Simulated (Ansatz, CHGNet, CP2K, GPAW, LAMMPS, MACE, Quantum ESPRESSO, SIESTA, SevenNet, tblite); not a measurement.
# Glassy 74TiO2-26ZrO2 (mol %) (105 atoms): other programs against plane waves

Aim: forces, pressure and gap of glassy 74TiO2-26ZrO2 (mol %) (105 atoms) at one geometry, from other programs and methods, against plane-wave PBE.

Results are calculated, not measured.

### 1. The cell

The cell holds 105 atoms (26 Ti, 9 Zr and 70 O), with edges of 11.02, 11.02 and 11.02 Å. Recipe: 105 atoms (26 Ti, 9 Zr, 70 O) placed at random at 3.98 g/cm³, melted at 4000 K for 10 ps at fixed volume with the Morse and Coulomb pair potential with partial charges (Pedone, Malavasi, Menziani, Cormack and Segre, J. Phys. Chem. B 110, 11780 (2006)). Quenched from 4000 K to 300 K at 50 K/ps and fixed volume, held 10 ps at zero pressure, then minimised at fixed cell. The density is 3.95 g/cm³.

### 2. The reference input

Quantum ESPRESSO 7.5: Kohn-Sham DFT, PBE, SSSP efficiency 1.3.0 pseudopotentials, plane waves. Its input, pw.in:

```
&control
  calculation = 'scf'
  pseudo_dir = './pseudo'
  outdir = './tmp'
  disk_io = 'none'
  tprnfor = .true.
  tstress = .true.
/
&system
  ibrav = 0
  nat = 105
  ntyp = 3
  ecutwfc = 60
  ecutrho = 480
  nosym = .true.
  occupations = 'smearing'
  smearing = 'fd'
  degauss = 0.003675
/
&electrons
  conv_thr = 5.3e-07
  electron_maxstep = 100
  mixing_beta = 0.4
  mixing_mode = 'plain'
  diagonalization = 'david'
/
ATOMIC_SPECIES
Ti 47.867 Ti.upf
Zr 91.224 Zr.upf
O 15.999 O.upf
CELL_PARAMETERS angstrom
11.02260 0.00000 0.00000
0.00000 11.02260 0.00000
0.00000 0.00000 11.02260
ATOMIC_POSITIONS crystal
Ti 0.55463 0.72416 0.32784
Ti 0.34755 0.99842 0.08531
Ti 0.24083 0.24401 0.07078
Ti 0.98740 0.73515 0.39729
[... 99 atom lines left out ...]
O 0.22374 0.69508 0.02564
O 0.48654 0.91459 0.09144
K_POINTS gamma
```

```console
$ OMP_NUM_THREADS=1 mpirun -np 2 pw.x -in pw.in > output.txt
```

The job ended after 21 min (2 MPI ranks of Arm Neoverse V1, shared host; peak memory 4.4 GiB; 42 min of CPU time).

It converged with an r.m.s. force component of 0.60 eV/Å and a pressure of 0.62 GPa.

Its highest filled and lowest empty levels lie 2.45 eV apart on its k-points.

### 3. What was run beside it

- CHGNet: machine-learned potential, published weights.
- CP2K 2026.2: Gaussian basis with GTH pseudopotentials and a plane-wave density; labels give functional, basis (MOLOPT sets; SR short-range, UZH the newer set with its own potentials), grid cutoff/relative cutoff and solver (OT: orbital transformation; TRS4, TC2, SIGN: linear-scaling purification with its sparsity filter), or its built-in tight binding.
- GPAW 26.7.0: PAW with atomic orbitals (LCAO), plane waves or a real-space grid of spacing h.
- MACE: machine-learned potential, published weights.
- SIESTA 5.4.2: numerical atomic orbitals, whose automatically made sets are far from complete, with PseudoDojo norm-conserving potentials that we converted to its format (checked against plane waves on the same files for H, C, O, Si, Ge and Ca alone); labels give functional, basis size, energy shift and mesh cutoff.
- SevenNet: machine-learned potential, published weights.
- tblite 0.8.0: extended tight binding, driven from Python.

All use the same cell and atoms, and the electronic-structure runs the same k-mesh.

### 4. Side by side

Differences are against the reference: forces as r.m.s. over components, share as that over the reference's r.m.s. force, slope as the fitted ratio of a run's forces to the reference's.

```tsv
run	Δ force, r.m.s. (meV/Å)	share (%)	slope	Δ pressure (GPa)	Δ gap (eV)	cores	CPU time	memory (GiB)
reference	-	-	-	-	-	2	42 min	4.4
CHGNet 0.3.0 potential	146	24.5	0.883	1.81	-	1	8 s	1.5
CP2K PBE, DZVP-MOLOPT-SR, 280/50 Ry, diagonalisation (coarse)	98.3	16.5	1.042	0.745	-0.0714	4	12 min	4.4
CP2K PBE, DZVP-MOLOPT-SR, 800/50 Ry, diagonalisation	35.8	5.99	1.036	0.619	-0.072	2	15 min	6.1
GPAW PBE, LCAO dzp, h 0.18 Å	142	23.8	1.087	-	-0.0924	2	18 min	3.0
GPAW PBE, LCAO dzp, h 0.25 Å (coarse)	524	87.7	1.088	-	-0.0905	1	10 min	1.3
GPAW PBE, LCAO sz(dzp), h 0.18 Å (coarse)	220	36.9	1.097	-	-0.305	1	4.5 min	1.9
GPAW PBE, grid h 0.18 Å	69.3	11.6	1.047	-	0.0138	4	42 min	4.9
GPAW revPBE, LCAO dzp, h 0.18 Å	173	28.9	1.105	-	-0.0768	2	13 min	3.0
MACE MP-0b3 medium potential	135	22.6	0.880	2.07	-	1	15 s	1.2
SIESTA PBE, DZP, shift 0.01 Ry, mesh 500 Ry	77.9	13.0	1.038	0.870	-0.185	4	8.7 min	2.7
SIESTA PBE, SZP, shift 0.01 Ry, mesh 500 Ry (coarse)	106	17.7	1.061	0.866	-0.265	2	6.4 min	2.1
SevenNet 0 potential	126	21.1	0.910	1.98	-	1	15 s	1.0
tblite GFN1-xTB	729	122	0.125	-12.1	-	1	11 s	0.14
```

Rows marked coarse were listed beforehand as settings not expected to be converged; some can still land near the reference.

Times of the machine-learned potentials are mostly Python's start and the loading of weights.

CPU time is summed over cores on shared hosts, so it is rough.

### 5. What came out

Forces lie from 6.0 % (CP2K PBE, DZVP-MOLOPT-SR, 800/50 Ry, diagonalisation) to 122 % (tblite GFN1-xTB) of the reference's r.m.s. force of 0.60 eV/Å away from it. Other PBE runs on plane waves or a grid: GPAW PBE, grid h 0.18 Å 12 % of the r.m.s. force; potentials, cutoffs or grids differ between them, and this table alone doesn't tell which side is nearer the exact PBE result. The PBE runs in local orbitals, coarse settings apart, differ by 6.0 % (CP2K PBE, DZVP-MOLOPT-SR, 800/50 Ry, diagonalisation) to 24 % (GPAW PBE, LCAO dzp, h 0.18 Å); basis, grid and potentials can all enter. Tight binding differs by 122 % (tblite GFN1-xTB); it is another model, with fitted parameters of its own, and the xTB methods hold dispersion.

Machine-learned potentials differ by 21 % (SevenNet 0 potential) to 25 % (CHGNet 0.3.0 potential); they were trained on other programs' data. Rows with another functional or a dispersion term differ by 29 % (GPAW revPBE, LCAO dzp, h 0.18 Å), which mixes the change of model with differences of basis and potentials. Runs with settings chosen to be coarse differ by 16 % (CP2K PBE, DZVP-MOLOPT-SR, 280/50 Ry, diagonalisation) to 88 % (GPAW PBE, LCAO dzp, h 0.25 Å), their programs' other errors included. From CP2K PBE, DZVP-MOLOPT-SR, 280/50 Ry, diagonalisation to the finer CP2K PBE, DZVP-MOLOPT-SR, 800/50 Ry, diagonalisation the share falls from 16 to 6.0 %. From GPAW PBE, LCAO dzp, h 0.25 Å to the finer GPAW PBE, LCAO dzp, h 0.18 Å the share falls from 88 to 24 %. Pressures at PBE, coarse settings apart, lie +0.62 to +0.87 GPa from the reference's. Gaps at PBE, coarse settings apart, lie -0.19 to +0.01 eV from the reference's.

**Limits.** Periodic xTB results under one method name differ between programs and library versions. The reference's pressure holds the uncorrected Pulay stress of its 60 Ry basis, so small pressure differences may be the reference's own error. Machine-learned potentials mimic data converged in k, so the reference's own k-point error enters their differences. The quench rate of 50 K/ps is many orders above laboratory rates, so the cell is likely richer in defects and strain than a real sample. The network of bonds at the start is that of the classical potential that made the cell, and needn't be the one that DFT or experiment would give. The electronic-structure runs sample only Γ, in a cell whose shortest periodic width is 11 Å. The reference has no spin polarisation, so local moments can't form. Where levels are smeared, the DFT runs use Fermi–Dirac occupations at 580 K (0.05 eV), and energies are free energies. The reference's cutoffs and mesh weren't converged further here.

[Logs are printed without paths, hosts, clocks, repeated set-up lines and the standing remarks that a program may print on its own settings, such as how far it seeks lower states.]

[Hosts, paths, dates, database ids (printed as entryN), source tags and the programs' standing remarks are cut or masked in the printed files.]

[Cells were taken only where this reference lay near another plane-wave run.]
